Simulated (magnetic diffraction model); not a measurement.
**Solving a magnetic structure from powder neutron data: NiSeS2O**

Space group Pnma (no. 62), a = 6.6480 Å, b = 8.5470 Å, c = 5.4760 Å.

```
site  atom       x       y       z
  4c    Se  0.9824     3/4  0.5273
  4a    Ni       0     1/2       0
  8d     S  0.1824  0.0700  0.3516
  4c     O  0.5723     1/4  0.6818
```

The compound is invented for this exercise: a known structure type with other elements, its cell scaled to their sizes and not relaxed.

Only Ni is taken to order (form factors of Ni2+); orders and moment sizes are assumed, and not adapted to the symmetry. Radiation: neutrons of λ = 2.36 Å, 3° to 55°; isotropic B of 0.62 Å² (Se), 0.7 Å² (Ni), 0.84 Å² (S) and 0.72 Å² (O). Simulated constant-wavelength pattern: nuclear and magnetic terms add, the magnetic one as |2.695 fm × Σ f S⊥ exp(2πi Q·r) exp(−B s²)|², summed over all Q at one angle with the factor 1/(sin²θ cos θ). For collinear order S is the moment m, which repeats by lattice and centring translations R with the sign exp(−2πi k·R). Free-ion form factors, Sears's scattering lengths of 1992, no absorption; a label names one of the reflections at its angle. The strongest nuclear line in the range is 100, and lines under 0.2 are left out.

Above the ordering temperature:

```tsv
2θ (°)	index	I
29.66	(0 1 1)	2.0
32.42	(1 0 1)	4.5
36.29	(1 1 1)	0.9
41.59	(2 0 0)	42.8
44.78	(2 1 0)	15.5
46.24	(1 2 1)	100.0
51.06	(0 0 2)	14.2
51.91	(2 1 1)	3.7
53.45	(2 2 0)	2.0
```

Below it (cell unchanged):

```csv
2θ (°),I
20.45,7.3
24.89,7.7
29.66,2.0
32.42,4.5
36.29,0.9
38.33,2.5
41.01,2.9
41.59,42.8
44.78,15.5
46.24,100.0
49.07,2.2
51.06,14.2
51.91,3.7
53.45,2.0
```

**Question.** Find the propagation vector, then choose among these models:
A. collinear moments along [110], 1.85 μB on Ni; signs + at (0, 1/2, 0), − at (1/2, 1/2, 1/2), − at (1/2, 0, 1/2), + at (0, 0, 0)
B. collinear moments along [101], 1.85 μB on Ni; signs + at (0, 1/2, 0), − at (1/2, 1/2, 1/2), − at (1/2, 0, 1/2), + at (0, 0, 0)
C. collinear moments along [110], 1.85 μB on Ni; signs + at (0, 1/2, 0), + at (1/2, 1/2, 1/2), − at (1/2, 0, 1/2), − at (0, 0, 0)
D. collinear moments along [101], 1.85 μB on Ni; signs + at (0, 1/2, 0), + at (1/2, 1/2, 1/2), − at (1/2, 0, 1/2), − at (0, 0, 0)

No line moves, and magnetic intensity stands at places without nuclear intensity; new lines at (1 0 0), (0 0 1) and (1 -2 0) have whole indices that obey the lattice centring, at places with no nuclear intensity to speak of, so the magnetic cell equals the chemical primitive cell: k = 0.

Magnetic intensity, observed (below minus above) and for each model:

| 2θ (°) | index | observed | A | B | C | D |
| --- | --- | --- | --- | --- | --- | --- |
| 15.87 | (0 1 0) | <0.2 | <0.2 | <0.2 | 7.6 | 20.1 |
| 20.45 | (1 0 0) | 7.3 | 7.3 | 4.8 | <0.2 | <0.2 |
| 24.89 | (0 0 1) | 7.7 | 7.7 | 4.6 | <0.2 | <0.2 |
| 36.29 | (1 1 1) | <0.2 | <0.2 | <0.2 | 9.7 | 7.9 |
| 38.33 | (1 2 0) | 2.5 | 2.5 | 4.7 | <0.2 | <0.2 |
| 41.01 | (0 2 1) | 2.9 | 2.9 | 4.0 | <0.2 | <0.2 |
| 44.78 | (2 1 0) | <0.2 | <0.2 | <0.2 | 2.2 | 1.8 |
| 53.81 | (0 1 2) | <0.2 | <0.2 | <0.2 | 2.2 | 1.5 |

Model A matches.

The absence at (0 1 0) is telling: the sublattices cancel there.

The structure used: k = (0 0 0), collinear moments along [110], 1.85 μB on Ni; signs + at (0, 1/2, 0), − at (1/2, 1/2, 1/2), − at (1/2, 0, 1/2), + at (0, 0, 0).

[Logs are printed without paths, hosts, clocks, repeated set-up lines and the standing remarks that a program may print on its own settings, such as how far it seeks lower states.]
